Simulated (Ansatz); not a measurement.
# BeInH3 (model cell, started as cubic perovskite with Be in the octahedra): following an unstable mode

Wanted: the energy along a soft mode of BeInH3 (model cell, started as cubic perovskite with Be in the octahedra) and the structure at the end.

Method: DFT LDA, scalar-relativistic, plane waves, PAW; PAW set soft_1, in Ansatz 0.2.0.

Most raw output is cut from this account.

The structure was built from a prototype and need not be the compound's stable phase.

## (1) Starting point

The structure is cubic, space group Pm-3m (No. 221). The conventional cell has a = 3.530 Å, b = 3.530 Å, c = 3.530 Å, α = 90.00°, β = 90.00°, γ = 90.00°. In has 12 H at 2.50 Å nearest. Nearest to Be lie 6 H at 1.77 Å. H has 2 Be at 1.77 Å nearest. Farther neighbours are not listed.

## (2) The dispersion

The cell comes from relaxations at this level that are not shown. Stability and thermal properties need the whole zone. Linear response on a 4×4×4 q mesh gives force constants as far as a supercell of that size would.

input.yaml

```yaml
crystal:
  lattice:
    - [3.5304351694, 0.0, 0.0]
    - [0.0, 3.5304351694, 0.0]
    - [0.0, 0.0, 3.5304351694]
  atoms:
    - { symbol: In, position: [0.0, 0.0, 0.0] }
    - { symbol: Be, position: [0.5, 0.5, 0.5] }
    - { symbol: H, position: [0.5, 0.5, 0.0] }
    - { symbol: H, position: [0.5, 0.0, 0.5] }
    - { symbol: H, position: [0.0, 0.5, 0.5] }
kpoints:
  mp_grid: { grid: [12, 12, 12] }
hamiltonian:
  xc: lda
  pseudopotentials: { kind: paw, azcp: { folder: soft_1 }, xc_functional: pbe }
scf:
  occupations: { method: methfessel_paxton, width: 0.2 }
output:
  eigenvalues: true
phonons:
  method: dfpt
  qmesh: [4, 4, 4]
  temperatures: { t_max: 1000, t_step: 50 }
  qpath:
    path:
      - [[0.0, 0.0, 0.0], [0.0, 0.5, 0.0], [0.5, 0.5, 0.0], [0.0, 0.0, 0.0], [0.5, 0.5, 0.5], [0.0, 0.5, 0.0]]
      - [[0.5, 0.5, 0.5], [0.5, 0.5, 0.0]]
    npoints: 10
```

On the command line:

```
> ansatz run input.yaml --threads 4 --pin off --max-ram 16384MiB --backend cpu --events-out ev --progress --plain --runs-dir out
```

The job ended after 7.5 min (4 threads of Arm Neoverse V1, shared host; peak memory 2.6 GiB).

Numbers from this step:

| Property | Result |
| --- | --- |
| volume per atom | 8.801 Å³ |
| gap on the k-mesh | 0 eV |
| sum-rule residual before enforcement | 8.76e-6 eV/Å² |
| lowest frequency on the path | -696.7 cm⁻¹ |
| point group | m-3m |
| highest frequency on the path or at a solved wavevector | 994 cm⁻¹ |
| highest optical mode at the zone centre (no LO-TO term) | 860.5 cm⁻¹ |
| lowest optical zone-centre mode | -598.8 cm⁻¹ |
| lowest mode on the q mesh (acoustic modes at Γ apart) | -696.7 cm⁻¹ |

Frequencies (cm⁻¹) solved at each irreducible wavevector; negative means imaginary. Frequencies by wavevector, by row:

```tsv
q in reciprocal lattice units	star	mode 1	mode 2	mode 3	mode 4	mode 13	mode 14	mode 15
0 0 0	1	-598.8	-598.8	-598.8	0	860.5	860.5	860.5
0 0 0.25	6	-520.3	-520.3	43.5	43.5	811.9	817.3	817.3
0 0 -0.5	3	-453.9	-453.9	45.8	45.8	751.5	751.5	831.3
0 0.25 0.25	12	-504.3	-485.4	-13.7	39.9	738.5	755.8	847.3
0 0.25 -0.5	12	-493.4	-438.2	-23.8	40.2	702.3	825.9	888.4
0 -0.5 -0.5	3	-696.7	-524.2	-180.6	-78.8	653.2	846.7	985
0.25 0.25 0.25	8	-471.5	-471.5	-36.3	61.3	764.4	779.2	912
0.25 0.25 -0.5	12	-501.5	-492.1	39.8	45.9	760.5	802.1	947.8
0.25 -0.5 -0.5	6	-565.8	-453.6	67.5	68.9	690.4	810.9	993
-0.5 -0.5 -0.5	1	-528.6	-528.6	93.1	93.1	700.9	700.9	982.8
```

Interpolated from a 4×4×4 q mesh. Phonon branches along the path, in cm⁻¹:

```tsv
point	branch 1	branch 2	branch 3	branch 4	branch 12	branch 13	branch 14	branch 15
Γ	-599	-599	-599	0	746	860	860	860
halfway	-520	-520	44	44	737	812	817	817
X	-454	-454	46	46	698	752	752	831
halfway	-493	-438	-24	40	690	702	826	888
M	-697	-524	-181	-79	653	653	847	985
halfway	-504	-485	-14	40	737	738	756	847
Γ	-599	-599	-599	0	746	860	860	860
halfway	-472	-472	-36	61	764	764	779	912
R	-529	-529	93	93	701	701	701	983
halfway	-502	-492	40	46	743	760	802	948
X	-454	-454	46	46	698	752	752	831
jump to R	-529	-529	93	93	701	701	701	983
halfway	-566	-454	67	69	690	690	811	993
M	-697	-524	-181	-79	653	653	847	985
```

Symmetry leaves 10 wavevectors to solve. The lowest mode among them, the acoustic zeros apart, lies at q = (0, -0.5, -0.5) and is imaginary, 696.7i cm⁻¹, so the energy falls along it.

## (3) The mode frozen in, largest atomic shift 0 Å

The mode followed lies at q = (0, -0.5, -0.5) with frequency 696.7i cm⁻¹, the softest among the wavevectors solved. At small amplitude the distorted cell has space group no. 129 by a symmetry search on the positions. The undistorted cell that holds it gives the zero of energy on the same k mesh.

System of this step: BeInH3 (model cell, started as cubic perovskite with Be in the octahedra). Symmetry: Pm-3m, No. 221, cubic system. Conventional cell: a = 3.530 Å, b = 3.530 Å, c = 3.530 Å, α = 90.00°, β = 90.00°, γ = 90.00°. Nearest to In lie 12 H at 2.50 Å. Be has 6 H at 1.77 Å nearest. Nearest to H lie 2 Be at 1.77 Å. H has 2 Be at 1.77 Å nearest. Farther neighbours are not listed.

input.yaml

```yaml
crystal:
  lattice:
    - [-3.5304351694, 0.0, 0.0]
    - [0.0, -3.5304351694, -3.5304351694]
    - [0.0, -3.5304351694, 3.5304351694]
  atoms:
    - { symbol: In, position: [1.0, 0.0, 0.0] }
    - { symbol: In, position: [1.0, 0.5, 0.5] }
    - { symbol: Be, position: [0.5, 0.0, 0.5] }
    - { symbol: Be, position: [0.5, 0.5, 0.0] }
    - { symbol: H, position: [0.5, 0.25, 0.25] }
    - { symbol: H, position: [0.5, 0.75, 0.75] }
    - { symbol: H, position: [0.5, 0.25, 0.75] }
    - { symbol: H, position: [0.5, 0.75, 0.25] }
    - { symbol: H, position: [0.0, 0.0, 0.5] }
    - { symbol: H, position: [0.0, 0.5, 0.0] }
kpoints:
  mp_grid: { grid: [10, 8, 8] }
hamiltonian:
  xc: lda
  pseudopotentials: { kind: paw, azcp: { folder: soft_1 }, xc_functional: pbe }
scf:
  occupations: { method: methfessel_paxton, width: 0.2 }
output:
  forces: true
  stress: true
  eigenvalues: true
```

Wall time 3.1 s (4 threads); peak memory 0.46 GiB; 12 s of CPU time.

Numbers from this step:

```yaml
pressure: -0.08279 GPa
energy_from_the_undistorted_cell: 0 meV/atom
```

The run ends at a pressure of -0.08 GPa.

## (4) The mode frozen in, largest atomic shift 0.22 Å

The atoms are moved along the unstable eigenvector, the largest shift by 0.22 Å, with the cell fixed.

input.yaml, the sections that differ from step 3:

```yaml
crystal:
  lattice:
    - [-3.5304351694, 0.0, 0.0]
    - [0.0, -3.5304351694, -3.5304351694]
    - [0.0, -3.5304351694, 3.5304351694]
  atoms:
    - { symbol: In, position: [1.0, 0.0, 0.0] }
    - { symbol: In, position: [1.0, 0.5, 0.5] }
    - { symbol: Be, position: [0.4943202525, 0.0, 0.5] }
    - { symbol: Be, position: [0.5056797475, 0.5, 0.0] }
    - { symbol: H, position: [0.5, 0.25, 0.25] }
    - { symbol: H, position: [0.5, 0.75, 0.75] }
    - { symbol: H, position: [0.5, 0.25, 0.75] }
    - { symbol: H, position: [0.5, 0.75, 0.25] }
    - { symbol: H, position: [0.0623152641, 0.0, 0.5] }
    - { symbol: H, position: [-0.0623152641, 0.5, 0.0] }
# kpoints, hamiltonian, scf, output: as in step 3
```

Wall time 3.2 s (4 threads); peak memory 0.46 GiB; 12 s of CPU time.

This step gave:

- pressure: 0.9184 GPa
- energy from the undistorted cell: -5.639 meV/atom

The energy, extrapolated to zero smearing, is -5.64 meV/atom against the undistorted cell.

The run ends at a pressure of 0.92 GPa, with forces up to 0.050 eV/Å.

## (5) Energy along the mode, all amplitudes (two of the runs are shown above)

An imaginary frequency means negative curvature, so the energy should fall and then rise again as anharmonic terms take over.

Numbers from this step:

```
depth at the lowest point sampled  : 5.639 meV/atom
largest atomic shift at that point : 0.22 Å
```

Table of energy from the parent by largest atomic shift:

```tsv
largest atomic shift (Å)	energy from the parent (meV/atom)
0.000	0
0.040	-0.502
0.080	-1.70
0.140	-3.90
0.220	-5.64
0.320	-0.552
0.450	35.5
```

Displacement at unit largest shift by atom:

```tsv
atom	x (Å)	y (Å)	z (Å)	size
In1	0.00	0.00	0.00	0.00
In2	0.00	0.00	0.00	0.00
Be3	0.09	0.00	0.00	0.09
Be4	-0.09	0.00	0.00	0.09
H5	0.00	0.00	0.00	0.00
H6	0.00	0.00	0.00	0.00
H7	0.00	0.00	0.00	0.00
H8	0.00	0.00	0.00	0.00
H9	-1.00	0.00	0.00	1.00
H10	1.00	0.00	0.00	1.00
```

The lowest of the steps tried is at 0.22 Å, 5.64 meV/atom below the parent; the bottom of the well need not coincide with a step.

## (6) Relaxation from the frozen mode

Starting from the lowest point found, all atoms and the cell are let go, so that strain and other modes of the same symmetry can join in.

input.yaml: that of step 4 with these lines changed.

```diff
@@ -27 +27,6 @@
   eigenvalues: true
+relax:
+  adjacent_minimum: "off"
+  f_tol: 0.002
+  max_steps: 120
+  cell: { stress_tol: 0.03 }
```

It took 60 s on 4 threads; peak memory 0.55 GiB.

Step by step:

```tsv
step	energy less that of the first step (eV)	largest force component (eV/Å)	pressure (GPa)	volume (Å³)
1	0.0000	0.0501	0.92	88.01
2	-0.0855	0.2826	-0.53	90.85
3	-0.2374	0.3558	-0.32	91.82
4	-0.3648	0.2367	-0.32	93.36
5	-0.4237	0.4621	1.75	93.13
6	-0.4627	0.0852	-0.54	96.72
7	-0.4661	0.0775	0.11	95.26
8	-0.4670	0.0011	0.02	95.60
9*	-0.5074	0.0057	0.50	95.60
10	-0.5205	0.0308	0.19	96.84
11	-0.5337	0.0824	-0.04	98.61
12	-0.5389	0.1044	0.18	99.00
13	-0.5400	0.0714	0.03	98.87
14	-0.5407	0.0063	-0.04	99.10
15	-0.5407	0.0005	0.01	99.03
16*	-0.5454	0.0021	0.02	99.03
17	-0.5454	0.0001	0.01	99.13
18	-0.5454	0.0004	0.00	99.17
19*	-0.5455	0.0003	0.00	99.17
```

Relaxation steps marked * repeat the geometry before them on a plane-wave basis chosen anew for their cell, so energy and pressure can jump there.

Forces are held to the 16 operations that the run works with; a distortion that breaks them can't arise in this run.

```tsv
cell as run	before	after	change
a (Å)	3.530	4.789	+35.6 %
b (Å)	4.993	4.551	-8.9 %
c (Å)	4.993	4.551	-8.9 %
volume (Å³/atom)	8.80	9.92	+12.7 %
```

The atoms that moved most (Å, as changes of fractional coordinates times the final cell):

```tsv
atom	dx	dy	dz	length
H9	-0.510	0.000	0.000	0.510
H10	0.510	0.000	0.000	0.510
Be3	0.129	0.000	0.000	0.129
Be4	-0.129	0.000	0.000	0.129
```

This step gave:

```yaml
pressure: 9.91e-4 GPa
volume_per_atom: 9.917 Å³
```

The distorted start has space group P4/nmm; the relaxation ends in P4/nmm.

## (7) The new phase in its own primitive cell

The relaxed structure is symmetrised, reduced to its primitive cell and relaxed tightly, as its phonons need.

input.yaml, the sections that differ from step 6:

```yaml
crystal:
  lattice:
    - [4.5506315753, 0.0, 0.0]
    - [0.0, 4.5506315753, 0.0]
    - [0.0, 0.0, 4.7887425567]
  atoms:
    - { symbol: In, position: [0.0, 0.0, 0.0] }
    - { symbol: In, position: [0.5, 0.5, 0.0] }
    - { symbol: Be, position: [0.0, 0.5, 0.4674302886] }
    - { symbol: Be, position: [0.5, 0.0, 0.5325697114] }
    - { symbol: H, position: [0.25, 0.25, 0.5] }
    - { symbol: H, position: [0.75, 0.75, 0.5] }
    - { symbol: H, position: [0.25, 0.75, 0.5] }
    - { symbol: H, position: [0.75, 0.25, 0.5] }
    - { symbol: H, position: [0.0, 0.5, 0.1688874599] }
    - { symbol: H, position: [0.5, 0.0, 0.8311125401] }
kpoints:
  mp_grid: { grid: [8, 8, 8] }
relax:
  adjacent_minimum: "off"
  f_tol: 0.001
  max_steps: 60
  cell: { stress_tol: 0.01 }
# hamiltonian, scf, output: as in step 6
```

The job ended after 19 s (4 threads; peak memory 0.5 GiB).

The steps of the relaxation:

```tsv
step	energy less that of the first step (eV)	largest force component (eV/Å)	pressure (GPa)	volume (Å³)
1	0.0000	0.0025	0.01	99.17
2	0.0000	0.0011	-0.02	99.25
3	0.0000	0.0026	-0.01	99.26
4	0.0000	0.0016	0.00	99.25
5	0.0000	0.0027	0.01	99.24
6	0.0000	0.0001	0.00	99.25
7*	0.0000	0.0000	0.00	99.25
```

Relaxation steps marked * repeat the geometry before them on a plane-wave basis chosen anew for their cell, so energy and pressure can jump there. Relaxation step 5 was tried and not accepted.

The run keeps the 16 symmetry operations that it works with, so distortions that break them were not tested.

```tsv
conventional cell, symmetrised	before	after	change
a (Å)	4.551	4.547	-0.1 %
b (Å)	4.551	4.547	-0.1 %
c (Å)	4.789	4.800	+0.2 %
volume (Å³/atom)	9.92	9.92	+0.1 %
```

The relaxed structure:

```cif
data_structure
_symmetry_space_group_name_H-M 'P 1'
_symmetry_Int_Tables_number 1
_cell_length_a 4.5472
_cell_length_b 4.5472
_cell_length_c 4.8000
_cell_angle_alpha 90.000
_cell_angle_beta 90.000
_cell_angle_gamma 90.000
_cell_volume 99.25
loop_
_atom_site_label
_atom_site_type_symbol
_atom_site_fract_x
_atom_site_fract_y
_atom_site_fract_z
_atom_site_occupancy
In1 In 0.00000 0.00000 0.00000 1
In2 In 0.50000 0.50000 0.00000 1
Be3 Be 0.00000 0.50000 0.46741 1
Be4 Be 0.50000 0.00000 0.53259 1
H5 H 0.25000 0.25000 0.50000 1
H6 H 0.75000 0.75000 0.50000 1
H7 H 0.25000 0.75000 0.50000 1
H8 H 0.75000 0.25000 0.50000 1
H9 H 0.00000 0.50000 0.16959 1
H10 H 0.50000 0.00000 0.83041 1
```

This step gave:

```
pressure        : 4.23e-4 GPa
volume per atom : 9.925 Å³
```

The largest force component left is 0.046 meV/Å and the pressure is 0.000 GPa, within the tolerances set. The cell now holds 9.92 Å³/atom.

## (8) Modes of the new phase, k-mesh 8×8×8

A relaxed structure may still be a saddle point, so its zone-centre modes are computed. No field response is asked, since the mesh shows no gap.

input.yaml, the sections that differ from step 7:

```yaml
crystal:
  lattice:
    - [4.5471902513, 0.0, 0.0]
    - [0.0, 4.5471902513, 0.0]
    - [0.0, 0.0, 4.7999554536]
  atoms:
    - { symbol: In, position: [0.0, 0.0, 0.0] }
    - { symbol: In, position: [0.5, 0.5, 0.0] }
    - { symbol: Be, position: [0.0, 0.5, 0.4674104233] }
    - { symbol: Be, position: [0.5, 0.0, 0.5325895767] }
    - { symbol: H, position: [0.25, 0.25, 0.5] }
    - { symbol: H, position: [0.75, 0.75, 0.5] }
    - { symbol: H, position: [0.25, 0.75, 0.5] }
    - { symbol: H, position: [0.75, 0.25, 0.5] }
    - { symbol: H, position: [0.0, 0.5, 0.1695867574] }
    - { symbol: H, position: [0.5, 0.0, 0.8304132426] }
output:
  eigenvalues: true
phonons:
  method: dfpt
# kpoints, hamiltonian, scf: as in step 7
# relax: removed
```

The job ended after 2.1 min (4 threads; peak memory 2.3 GiB; 7.9 min of CPU time).

Numbers from this step:

```
sum-rule residual before enforcement                    : 1.32e-5 eV/Å²
point group                                             : 4/mmm
highest optical mode at the zone centre (no LO-TO term) : 1569 cm⁻¹
lowest optical zone-centre mode                         : -1137 cm⁻¹
```

Patterns of degenerate modes are one choice out of their space. The modes at Γ (shares of kinetic energy by element, %) (negative means imaginary):

```tsv
mode	frequency (cm⁻¹)	symmetry	In %	Be %	H %
1	-1136.8	B1u	0	0	100
2	-190.1	Eu	1	4	96
3	-190.1	Eu	1	4	96
4	-47.1	B1g	100	0	0
5	0.0	acoustic	91	7	2
6	0.0	acoustic	91	7	2
7	0.0	acoustic	91	7	2
8	20.3	Eu	9	64	27
9	20.3	Eu	9	64	27
10	54.9	A1u	0	0	100
11	79.7	Eg	97	1	1
12	79.7	Eg	97	1	1
13	118.0	A2u	9	67	24
14	349.8	A1g	0	92	8
15	432.8	Eg	2	93	5
16	432.8	Eg	2	93	5
17	487.3	Eu	0	22	78
18	487.3	Eu	0	22	78
19	569.8	Eg	1	5	94
20	569.8	Eg	1	5	94
21	629.8	A2u	0	16	84
22	718.2	Eu	0	0	100
23	718.2	Eu	0	0	100
24	868.4	B1u	0	0	100
25	869.0	B2u	0	0	100
26	1254.6	Eu	0	3	97
27	1254.6	Eu	0	3	97
28	1358.3	A2u	0	6	94
29	1566.6	A1g	0	8	92
30	1569.0	A2u	0	5	95
```

Displacements in mode 1 (-1136.8 cm⁻¹), the largest set to 1:
```
In1  0.00  0.00  0.00
In2  0.00  0.00  0.00
Be3  0.00  0.00  0.00
Be4  0.00  0.00  0.00
H5  -0.63  0.63  1.00
H6   0.63 -0.63  1.00
H7   0.63  0.63 -1.00
H8  -0.63 -0.63 -1.00
H9   0.00  0.00  0.00
H10  0.00  0.00  0.00
```

Displacements in mode 2 (-190.1 cm⁻¹), the largest set to 1:
```
In1  0.00 -0.01  0.00
In2  0.00 -0.01  0.00
Be3  0.04  0.07  0.00
Be4  0.04  0.07  0.00
H5   0.25  0.35  0.24
H6   0.25  0.35 -0.24
H7   0.14  0.28 -1.00
H8   0.14  0.28  1.00
H9  -0.23 -0.37  0.00
H10 -0.23 -0.37  0.00
```

Before it was imposed, the acoustic sum rule was missed by 1.3e-5 eV/Å². Small misses are needed for a sound result but don't prove that mesh and cutoff are converged. The lowest optical mode is imaginary, 1136.8i cm⁻¹, so the energy falls along it.

## (9) Results

- unstable mode of the parent: q = (0, -0.5, -0.5), 697i cm⁻¹
- depth at the lowest point sampled: 5.64 meV/atom
- largest atomic shift at that point: 0.22 Å
- space group reached (within 0.01 Å): P4/nmm
- energy gained over the parent (first relaxation, on the mesh of the frozen mode): 60.2 meV/atom
- volume per atom, phase reached: 9.92 Å³
- lowest optical zone-centre mode, phase reached: -1137 cm⁻¹
- highest optical mode at the zone centre (no LO-TO term), phase reached: 1569 cm⁻¹

What this shows: Along this mode the structure falls into P4/nmm, 60.2 meV/atom below the parent. At the parent's cell the well is 5.639 meV/atom deep on the steps tried, with its lowest point at a shift of 0.22 Å. Relaxing atoms and cell changes the gain by +54.51 meV/atom against the lowest step (energies at zero smearing). Most of the total comes from this relaxation. The new phase still has an imaginary mode at the zone centre of its cell, so it is a saddle point on the way to a lower structure. Of the 4 patterns followed to their end from this parent, this one ends 64.7 meV/atom above the lowest, Amm2. Each path keeps the symmetry of its pattern, so a lower phase may lie along a pattern not tried. With no gap, or one that is small against the smearing, the frequencies hang on the k mesh and the smearing, most of all near Kohn anomalies. The PAW files were made for PBE and serve the other functionals too. The starting cell was built on a prototype and not taken from a measurement, so the phase need not exist.

[Logs are printed without paths, hosts, clocks, repeated set-up lines and the standing remarks that a program may print on its own settings, such as how far it seeks lower states.]

[Hosts, paths, dates, database ids (printed as entryN), source tags and the programs' standing remarks are cut or masked in the printed files.]
